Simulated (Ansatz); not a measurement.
## What MgTiS3 in P4/mbm, a phase reached by a soft mode distorts into

Wanted: the energy along a soft mode of MgTiS3 in P4/mbm, a phase reached by a soft mode and the structure at the end.

Calculated with Ansatz 0.2.0; DFT PBE, scalar-relativistic, plane waves, PAW; PAW set soft_1.

This is a report of a sequence of runs, with most program output left out.

The structure was built from a prototype and need not be the compound's stable phase.

### Step 1. Set-up

The structure is tetragonal, space group P4/mbm (No. 127). The conventional cell has a = 6.520 Å, b = 6.520 Å, c = 4.598 Å, α = 90.00°, β = 90.00°, γ = 90.00°. Nearest to Mg lie 4 S at 2.73 Å. Nearest to Ti lie 6 S at 2.30 to 2.45 Å. Nearest to S lie 2 Ti at 2.45 Å and 2 Mg at 2.73 Å. S has 2 Ti at 2.30 Å nearest. Farther neighbours and most contacts between anions are not listed.

Coordinates:

```cif
data_structure
_symmetry_space_group_name_H-M 'P 1'
_symmetry_Int_Tables_number 1
_cell_length_a 6.5198
_cell_length_b 6.5198
_cell_length_c 4.5982
_cell_angle_alpha 90.000
_cell_angle_beta 90.000
_cell_angle_gamma 90.000
_cell_volume 195.46
loop_
_atom_site_label
_atom_site_type_symbol
_atom_site_fract_x
_atom_site_fract_y
_atom_site_fract_z
_atom_site_occupancy
Mg1 Mg 0.50000 0.00000 0.00000 1
Mg2 Mg 0.00000 0.50000 0.00000 1
Ti3 Ti 0.00000 0.00000 0.50000 1
Ti4 Ti 0.50000 0.50000 0.50000 1
S5 S 0.84094 0.34094 0.50000 1
S6 S 0.15906 0.65906 0.50000 1
S7 S 0.34094 0.15906 0.50000 1
S8 S 0.65906 0.84094 0.50000 1
S9 S 0.00000 0.00000 0.00000 1
S10 S 0.50000 0.50000 0.00000 1
```

### Step 2. Linear response at the zone centre

This phase was reached earlier by freezing in an unstable mode of a structure of higher symmetry and relaxing. Its zone-centre modes can show that it is still unstable.

input.yaml

```yaml
crystal:
  lattice:
    - [6.5197936479, 0.0, 0.0]
    - [0.0, 6.5197936479, 0.0]
    - [0.0, 0.0, 4.5982480715]
  atoms:
    - { symbol: Mg, position: [0.5, 0.0, 0.0] }
    - { symbol: Mg, position: [0.0, 0.5, 0.0] }
    - { symbol: Ti, position: [0.0, 0.0, 0.5] }
    - { symbol: Ti, position: [0.5, 0.5, 0.5] }
    - { symbol: S, position: [0.8409403728, 0.3409403728, 0.5] }
    - { symbol: S, position: [0.1590596272, 0.6590596272, 0.5] }
    - { symbol: S, position: [0.3409403728, 0.1590596272, 0.5] }
    - { symbol: S, position: [0.6590596272, 0.8409403728, 0.5] }
    - { symbol: S, position: [0.0, 0.0, 0.0] }
    - { symbol: S, position: [0.5, 0.5, 0.0] }
kpoints:
  mp_grid: { grid: [6, 6, 8] }
hamiltonian:
  xc: pbe
  pseudopotentials: { kind: paw, azcp: { folder: soft_1 } }
scf:
  occupations: { method: methfessel_paxton, width: 0.2 }
output:
  eigenvalues: true
phonons:
  method: dfpt
```

The run is started by

```console
ansatz run input.yaml --threads 4 --pin off --max-ram 16384MiB --backend cpu --events-out ev --progress --plain --runs-dir out
```

Run time: 4.5 min. Hardware: 4 threads of Arm Neoverse V1, shared host; peak memory 3.1 GiB; 18 min of CPU time.

This step gave:

| Quantity | Value |
| --- | --- |
| volume per atom | 19.55 Å³ |
| gap on the k-mesh | 0 eV |
| sum-rule residual before enforcement | 1.19e-4 eV/Å² |
| point group | 4/mmm |
| highest optical mode at the zone centre (no LO-TO term) | 384.3 cm⁻¹ |
| lowest optical zone-centre mode | -121.8 cm⁻¹ |

Patterns of degenerate modes are one choice out of their space. Modes at Γ, with each element's share of the kinetic energy (negative means imaginary):

```csv
mode,frequency (cm⁻¹),symmetry,Mg %,Ti %,S %
1,-121.8,Eu,42,1,57
2,-121.8,Eu,42,1,57
3,-88.5,A2u,7,60,34
4,-68.8,Eu,63,2,34
5,-68.8,Eu,63,2,34
6,-36.3,A1u,0,85,15
7,0.0,acoustic,14,28,57
8,0.0,acoustic,14,28,57
9,0.0,acoustic,14,28,57
10,35.7,Eu,48,23,29
11,35.7,Eu,48,23,29
12,59.7,B1u,38,0,62
13,122.8,Eu,15,38,47
14,122.8,Eu,15,38,47
15,129.3,Eg,0,0,100
16,129.3,Eg,0,0,100
17,157.4,A2u,79,0,21
18,176.1,Eu,9,15,77
19,176.1,Eu,9,15,77
20,177.4,B1u,62,0,38
21,238.8,Eu,9,83,8
22,238.8,Eu,9,83,8
23,241.4,A1g,0,0,100
24,272.6,B2g,0,0,100
25,275.4,Eu,1,8,91
26,275.4,Eu,1,8,91
27,282.7,B1g,0,0,100
28,356.6,A2g,0,0,100
29,383.4,A1u,0,15,85
30,384.3,A2u,0,12,88
```

Displacements in mode 1 (-121.8 cm⁻¹), the largest set to 1:
```
Mg1  0.00 -0.21  0.00
Mg2  0.98 -1.00  0.00
Ti3  0.06 -0.12  0.00
Ti4  0.10 -0.09  0.00
S5  -0.19  0.17  0.00
S6  -0.19  0.17  0.00
S7   0.15 -0.11  0.00
S8   0.15 -0.11  0.00
S9   0.06  0.97  0.00
S10 -0.96  0.14  0.00
```

Displacements in mode 10 (35.7 cm⁻¹), the largest set to 1:
```
Mg1 -0.30  0.62  0.00
Mg2 -0.84  1.00  0.00
Ti3  0.15 -0.50  0.00
Ti4  0.42 -0.31  0.00
S5  -0.04 -0.04  0.00
S6  -0.04 -0.04  0.00
S7   0.25 -0.25  0.00
S8   0.25 -0.25  0.00
S9   0.20  0.57  0.00
S10 -0.60  0.00  0.00
```

Before it was imposed, the acoustic sum rule was missed by 1.2e-4 eV/Å². Small misses are needed for a sound result but don't prove that mesh and cutoff are converged. The lowest optical mode is imaginary, 121.8i cm⁻¹, so the energy falls along it.

### Step 3. The mode frozen in, largest atomic shift 0 Å

The mode followed lies at Γ with frequency 121.8i cm⁻¹ and is 2-fold degenerate, the softest among the wavevectors solved. At small amplitude the distorted cell has space group no. 26 by a symmetry search on the positions. The undistorted cell that holds it gives the zero of energy on the same k mesh.

input.yaml, as its differences from that of step 2:

```diff
@@ -24,4 +24,4 @@
 output:
+  forces: true
+  stress: true
   eigenvalues: true
-phonons:
-  method: dfpt
```

The job ended after 11 s (4 threads; peak memory 0.73 GiB; 41 s of CPU time).

This step gave:

```
pressure                         : 0.005021 GPa
energy from the undistorted cell : 0 meV/atom
```

The run ends at a pressure of 0.01 GPa, with forces up to 3.6e-4 eV/Å.

### Step 4. The mode frozen in, largest atomic shift 0.45 Å

The atoms are moved along the unstable eigenvector, the largest shift by 0.45 Å, with the cell fixed.

input.yaml, the sections that differ from step 3:

```yaml
crystal:
  lattice:
    - [6.5197936479, 0.0, 0.0]
    - [0.0, 6.5197936479, 0.0]
    - [0.0, 0.0, 4.5982480715]
  atoms:
    - { symbol: Mg, position: [0.4463916606, -0.0434739887, 0.0] }
    - { symbol: Mg, position: [-0.0536083394, 0.5434739887, 0.0] }
    - { symbol: Ti, position: [-0.0091572966, 0.0017657795, 0.5] }
    - { symbol: Ti, position: [0.4908427034, 0.4982342205, 0.5] }
    - { symbol: S, position: [0.8434548279, 0.3258354695, 0.5] }
    - { symbol: S, position: [0.1615740823, 0.6439547239, 0.5] }
    - { symbol: S, position: [0.3434548279, 0.1741645305, 0.5] }
    - { symbol: S, position: [0.6615740823, 0.8560452761, 0.5] }
    - { symbol: S, position: [0.0492843465, -0.0453839178, 0.0] }
    - { symbol: S, position: [0.5492843465, 0.5453839178, 0.0] }
# kpoints, hamiltonian, scf, output: as in step 3
```

Run time: 26 s. Hardware: 4 threads; peak memory 0.83 GiB; 1.7 min of CPU time.

Numbers from this step:

```yaml
pressure: 0.6504 GPa
energy_from_the_undistorted_cell: -45.67 meV/atom
```

The energy, extrapolated to zero smearing, is -45.67 meV/atom against the undistorted cell.

The run ends at a pressure of 0.65 GPa, with forces up to 0.35 eV/Å.

### Step 5. Energy along the mode, all amplitudes (two of the runs are shown above)

An imaginary frequency means negative curvature, so the energy should fall and then rise again as anharmonic terms take over.

This step gave:

* depth at the lowest point sampled: 45.67 meV/atom
* largest atomic shift at that point: 0.45 Å

Table of energy from the parent by largest atomic shift:

```csv
largest atomic shift (Å),energy from the parent (meV/atom)
0.000,0
0.040,-0.512
0.080,-2.05
0.140,-6.25
0.220,-15.0
0.320,-29.1
0.450,-45.7
0.600,-38.5
```

Displacement at unit largest shift by atom:

```csv
atom,x (Å),y (Å),z (Å),size
Mg1,-0.78,-0.63,0.00,1.00
Mg2,-0.78,0.63,0.00,1.00
Ti3,-0.13,0.03,0.00,0.14
Ti4,-0.13,-0.03,0.00,0.14
S5,0.04,-0.22,0.00,0.22
S6,0.04,-0.22,0.00,0.22
S7,0.04,0.22,0.00,0.22
S8,0.04,0.22,0.00,0.22
S9,0.71,-0.66,0.00,0.97
S10,0.71,0.66,0.00,0.97
```

The lowest of the steps tried is at 0.45 Å, 45.7 meV/atom below the parent; the bottom of the well need not coincide with a step.

### Step 6. Relaxation from the frozen mode

Starting from the lowest point found, all atoms and the cell are let go, so that strain and other modes of the same symmetry can join in.

input.yaml, as its differences from that of step 4:

```diff
@@ -27 +27,6 @@
   eigenvalues: true
+relax:
+  adjacent_minimum: "off"
+  f_tol: 0.002
+  max_steps: 120
+  cell: { stress_tol: 0.03 }
```

Wall time 13 min (4 threads); peak memory 1 GiB; 50 min of CPU time.

The steps of the relaxation (22 of 29):

```csv
step,energy less that of the first step (eV),largest force component (eV/Å),pressure (GPa),volume (Å³)
1,0.0000,0.3171,0.65,195.46
2,-0.0678,0.3304,0.05,197.55
4,-0.1866,0.0934,-0.09,201.15
5,-0.2197,0.1267,0.44,202.48
6,-0.2680,0.2939,0.74,206.40
8,-0.4086,0.5135,0.08,213.46
9,-0.0879,0.9879,0.70,207.12
10,-0.4357,0.1253,0.27,214.38
12,-0.4407,0.0354,0.00,214.32
13,-0.4413,0.0091,-0.02,214.61
14,-0.4415,0.0080,0.01,214.65
16,-0.4423,0.0040,0.01,215.28
17,-0.4423,0.0082,-0.01,215.50
18,-0.4423,0.0056,0.01,215.58
20*,-0.4927,0.0036,0.34,215.55
21,-0.5100,0.0693,0.01,219.47
22,-0.5085,0.2572,-0.19,219.79
24,-0.5125,0.0180,-0.07,219.58
25,-0.5128,0.0085,0.01,219.34
26,-0.5128,0.0083,0.02,219.33
28,-0.5128,0.0004,0.00,219.37
29*,-0.5132,0.0004,0.00,219.37
```

Relaxation steps marked * repeat the geometry before them on a plane-wave basis chosen anew for their cell, so energy and pressure can jump there. Other such steps can lie between the rows shown. Relaxation steps 9, 22 were tried and not accepted.

The run keeps the 4 symmetry operations that it works with, so distortions that break them were not tested.

```csv
cell as run,before,after,change
a (Å),6.520,6.392,-2.0 %
b (Å),6.520,8.213,+26.0 %
c (Å),4.598,4.179,-9.1 %
volume (Å³/atom),19.55,21.94,+12.2 %
```

The atoms that moved most (Å, as changes of fractional coordinates times the final cell):

```csv
atom,dx,dy,dz,length
Mg1,0.111,-0.714,0.000,0.722
Mg2,0.111,0.714,0.000,0.722
Ti3,-0.116,0.511,0.000,0.524
Ti4,-0.116,-0.511,0.000,0.524
S8,0.024,0.400,0.000,0.400
S6,0.024,-0.400,0.000,0.400
S7,-0.207,0.202,0.000,0.289
S5,-0.207,-0.202,0.000,0.289
```

This step gave:

- pressure: -0.002893 GPa
- volume per atom: 21.94 Å³
- gap on the k-mesh: 1.102 eV

The distorted start has space group Pmc2_1; the relaxation ends in Pmc2_1.

### Step 7. The new phase in its own primitive cell

The relaxed structure is symmetrised, reduced to its primitive cell and relaxed tightly, as its phonons need.

input.yaml

```yaml
crystal:
  lattice:
    - [4.1790695558, 0.0, 0.0]
    - [0.0, 8.2128385189, 0.0]
    - [0.0, 0.0, 6.3915328083]
  atoms:
    - { symbol: Mg, position: [0.0, 0.1196128144, 0.9637075445] }
    - { symbol: Mg, position: [0.0, 0.8803871856, 0.4637075445] }
    - { symbol: Ti, position: [0.5, 0.3140093311, 0.4726900322] }
    - { symbol: Ti, position: [0.5, 0.6859906689, 0.9726900322] }
    - { symbol: S, position: [0.5, 0.5512246108, 0.3110617759] }
    - { symbol: S, position: [0.5, 0.8452912714, 0.6653644271] }
    - { symbol: S, position: [0.5, 0.4487753892, 0.8110617759] }
    - { symbol: S, position: [0.5, 0.1547087286, 0.1653644271] }
    - { symbol: S, position: [0.0, 0.1852496668, 0.578723841] }
    - { symbol: S, position: [0.0, 0.8147503332, 0.078723841] }
kpoints:
  mp_grid: { grid: [6, 4, 4] }
hamiltonian:
  xc: pbe
  pseudopotentials: { kind: paw, azcp: { folder: soft_1 } }
scf:
  occupations: { method: fixed }
output:
  forces: true
  stress: true
  eigenvalues: true
relax:
  adjacent_minimum: "off"
  f_tol: 0.001
  max_steps: 60
  cell: { stress_tol: 0.01 }
```

It took 48 s on 4 threads; peak memory 0.71 GiB.

Little changed from the start: no atom moved by 0.005 Å and no cell edge by 0.1 %.

This step gave:

```
pressure           : 9.03e-4 GPa
gap on the k-mesh  : 1.108 eV
volume per atom    : 21.93 Å³
direct gap on mesh : 1.108 eV
```

The largest force component left is 0.82 meV/Å and the pressure is 0.001 GPa, within the tolerances set. The cell now holds 21.93 Å³/atom.

### Step 8. Modes of the new phase

A relaxed structure may still be a saddle point, so its zone-centre modes are computed. The response to a homogeneous field gives the Born charges and the dielectric tensor.

input.yaml

```yaml
crystal:
  lattice:
    - [4.1783628132, 0.0, 0.0]
    - [0.0, 8.2114531598, 0.0]
    - [0.0, 0.0, 6.3926448481]
  atoms:
    - { symbol: Mg, position: [0.0, 0.1196638196, 0.9636330595] }
    - { symbol: Mg, position: [0.0, 0.8803361804, 0.4636330595] }
    - { symbol: Ti, position: [0.5, 0.314061446, 0.4725833879] }
    - { symbol: Ti, position: [0.5, 0.685938554, 0.9725833879] }
    - { symbol: S, position: [0.5, 0.5513944136, 0.3112828426] }
    - { symbol: S, position: [0.5, 0.8453108417, 0.6653930663] }
    - { symbol: S, position: [0.5, 0.4486055864, 0.8112828426] }
    - { symbol: S, position: [0.5, 0.1546891583, 0.1653930663] }
    - { symbol: S, position: [0.0, 0.1852338109, 0.5786552645] }
    - { symbol: S, position: [0.0, 0.8147661891, 0.0786552645] }
kpoints:
  mp_grid: { grid: [6, 4, 4] }
hamiltonian:
  xc: pbe
  pseudopotentials: { kind: paw, azcp: { folder: soft_1 } }
scf:
  occupations: { method: fixed }
output:
  eigenvalues: true
phonons:
  method: dfpt
  dielectric: true
  rigid_motions: translations
```

Run time: 7.3 min. Hardware: 4 threads; peak memory 2.8 GiB.

This step gave:

```yaml
sum_rule_residual_before_enforcement: 5.57e-5 eV/Å²
miss_of_the_charge_sum_rule: 0.009365 e
estimated_error_of_the_dielectric_tensor: 0.05312
estimated_error_of_the_born_charges: 0.02378 e
point_group: mm2
highest_optical_mode_at_the_zone_centre_no_lo_to_term: 469.1 cm⁻¹
lowest_optical_zone_centre_mode: -21.19 cm⁻¹
mean_high_frequency_dielectric_constant: 9.361
largest_born_charge_third_of_the_trace: 4.471 e
top_of_the_zone_centre_spectrum_with_the_field: 489 cm⁻¹
```

Patterns of degenerate modes are one choice out of their space. Modes at Γ, with each element's share of the kinetic energy (negative means imaginary):

```csv
mode,frequency (cm⁻¹),symmetry,Mg %,Ti %,S %
1,-21.2,A2,8,3,89
2,0.0,acoustic,14,28,57
3,0.0,acoustic,14,28,57
4,0.0,acoustic,14,28,57
5,61.1,A2,39,9,52
6,63.9,B2,29,9,62
7,79.9,A1,57,2,41
8,82.5,B1,25,3,72
9,99.5,A2,4,55,41
10,128.7,A1,22,6,72
11,130.4,B1,10,36,54
12,154.4,B2,50,16,34
13,156.5,A1,6,9,85
14,180.1,B2,1,7,92
15,197.9,A1,27,28,45
16,209.3,B2,4,30,66
17,215.2,B2,25,7,68
18,220.3,A1,10,10,81
19,236.1,A1,7,41,51
20,293.7,A1,56,1,44
21,301.3,B2,74,7,19
22,303.1,B2,1,31,68
23,314.0,B1,46,6,47
24,324.1,A2,48,1,51
25,324.7,B2,0,33,67
26,339.3,A2,2,31,67
27,342.7,A1,0,21,79
28,350.9,B1,4,27,69
29,410.9,A1,0,54,46
30,469.1,B2,1,32,67
```

Displacements in mode 1 (-21.2 cm⁻¹), the largest set to 1:
```
Mg1 -0.37  0.00  0.00
Mg2  0.37  0.00  0.00
Ti3  0.17  0.00  0.00
Ti4 -0.17  0.00  0.00
S5   1.00  0.00  0.00
S6   0.37  0.00  0.00
S7  -1.00  0.00  0.00
S8  -0.37  0.00  0.00
S9   0.00  0.00  0.00
S10  0.00  0.00  0.00
```

Displacements in mode 17 (215.2 cm⁻¹), the largest set to 1:
```
Mg1  0.00 -0.79 -0.43
Mg2  0.00 -0.79  0.43
Ti3  0.00  0.10 -0.31
Ti4  0.00  0.10  0.31
S5   0.00 -0.08 -0.62
S6   0.00 -0.47 -0.24
S7   0.00 -0.08  0.62
S8   0.00 -0.47  0.24
S9   0.00  1.00 -0.01
S10  0.00  1.00  0.01
```

Optical modes at the zone centre, without and with the macroscopic field of the longitudinal modes; each column is sorted by frequency, so a row need not hold one and the same mode. Modes with and without the field, by row:

```csv
rank among optical modes,no field (cm⁻¹),"q along (1, 0, 0) (cm⁻¹)","q along (0, 1, 0) (cm⁻¹)","q along (0, 0, 1) (cm⁻¹)"
1,-21.2,-21.2,-21.2,-21.2
2,61.1,61.1,61.1,61.1
3,63.9,63.9,79.9,63.9
4,79.9,79.9,82.5,80.2
5,82.5,83.1,99.5,82.5
6,99.5,99.5,99.5,99.5
7,128.7,128.7,128.7,128.7
8,130.4,132.6,130.4,130.4
9,154.4,154.4,156.5,154.4
10,156.5,156.5,162.3,157.2
11,180.1,180.1,182.3,180.1
12,197.9,197.9,197.9,200.4
13,209.3,209.3,211,209.3
14,215.2,215.2,220.3,215.2
15,220.3,220.3,236.1,222.9
16,236.1,236.1,250.7,246.5
17,293.7,293.7,293.7,301.3
18,301.3,301.3,301.4,303.1
19,303.1,303.1,306.3,304.3
20,314,324.1,314,314
21,324.1,324.7,324.1,324.1
22,324.7,339.3,339.3,324.7
23,339.3,339.6,342.7,339.3
24,342.7,342.7,350.9,350.9
25,350.9,400.3,363.2,388.5
26,410.9,410.9,410.9,450.6
27,469.1,469.1,489,469.1
```

Born charge (rows field, columns displacement) (e), principal values of the symmetric part by kind of site:

```csv
atom,atoms with these values,low,middle,high,mean
Mg1,2,2.27,2.55,3.00,2.61
Ti3,2,3.43,3.77,6.22,4.47
S5,2,-5.61,-0.62,-0.36,-2.20
S6,2,-4.11,-2.22,-1.46,-2.60
S9,2,-2.86,-2.41,-1.59,-2.28
```

In full for Mg1:

```
 2.27  0.00  0.00
 0.00  3.00 -0.01
 0.00 -0.08  2.55
```

High-frequency dielectric tensor:

```
 7.23  0.00  0.00
 0.00  9.45  0.00
 0.00  0.00 11.40
```

Transverse modes; imaginary modes are left out. Lines of the infrared spectrum (strongest = 100):

```csv
position (cm⁻¹),relative intensity
61,0.0
64,28
80,0.3
82,0.3
99,0.0
129,0.0
130,1.5
154,11
156,1.2
180,3.4
198,7.3
209,14
215,30
220,10
236,24
294,37
301,0.6
303,7.3
314,67
324,0.0
325,36
339,0.0
343,100
351,19
411,26
469,26
```

Before it was imposed, the acoustic sum rule was missed by 5.6e-5 eV/Å² and the charge sum rule by 0.0094 e. Small misses are needed for a sound result but don't prove that mesh and cutoff are converged. The lowest optical mode is imaginary, 21.2i cm⁻¹, so the energy falls along it.

The log warns of the k mesh: “the force constants stand on the 6×4×4 k-mesh, whose period is 10.61 times the interband length at k = (0.0000, -0.5000, 0.0000), direct gap 1.284 eV, under 14: take them and everything formed from them as unconverged”.

### Step 9. What came out

| Quantity | Value |
| --- | --- |
| unstable mode of the parent | q = (0, 0, 0), 122i cm⁻¹ |
| depth at the lowest point sampled | 45.7 meV/atom |
| largest atomic shift at that point | 0.45 Å |
| space group reached (within 0.01 Å) | Pmc2_1 |
| energy gained over the parent (first relaxation, on the mesh of the frozen mode) | 96.9 meV/atom |
| volume per atom, phase reached | 21.9 Å³ |
| gap on the k-mesh, phase reached | 1.11 eV |
| lowest optical zone-centre mode, phase reached | -21.2 cm⁻¹ |
| highest optical mode at the zone centre (no LO-TO term), phase reached | 469 cm⁻¹ |

In words: Along this mode the structure falls into Pmc2_1, 96.9 meV/atom below the parent. At the parent's cell the well is 45.67 meV/atom deep on the steps tried, with its lowest point at a shift of 0.45 Å. Relaxing atoms and cell changes the gain by +51.20 meV/atom against the lowest step (energies at zero smearing). The new phase still has an imaginary mode at the zone centre of its cell, so it is a saddle point on the way to a lower structure. Of the 2 patterns followed to their end from this parent, this one reaches the lowest energy. Each path keeps the symmetry of its pattern, so a lower phase may lie along a pattern not tried. With the field response the log warns that the k mesh is coarse for the force constants too, so the frequencies may not be converged. With no gap, or one that is small against the smearing, the frequencies hang on the k mesh and the smearing, most of all near Kohn anomalies. A semilocal functional can close a gap that the real compound would have, so the metallic treatment may be an artefact of the level. The starting cell was built on a prototype and not taken from a measurement, so the phase need not exist.

[Logs are printed without paths, hosts, clocks, repeated set-up lines and the standing remarks that a program may print on its own settings, such as how far it seeks lower states.]

[Hosts, paths, dates, database ids (printed as entryN), source tags and the programs' standing remarks are cut or masked in the printed files.]
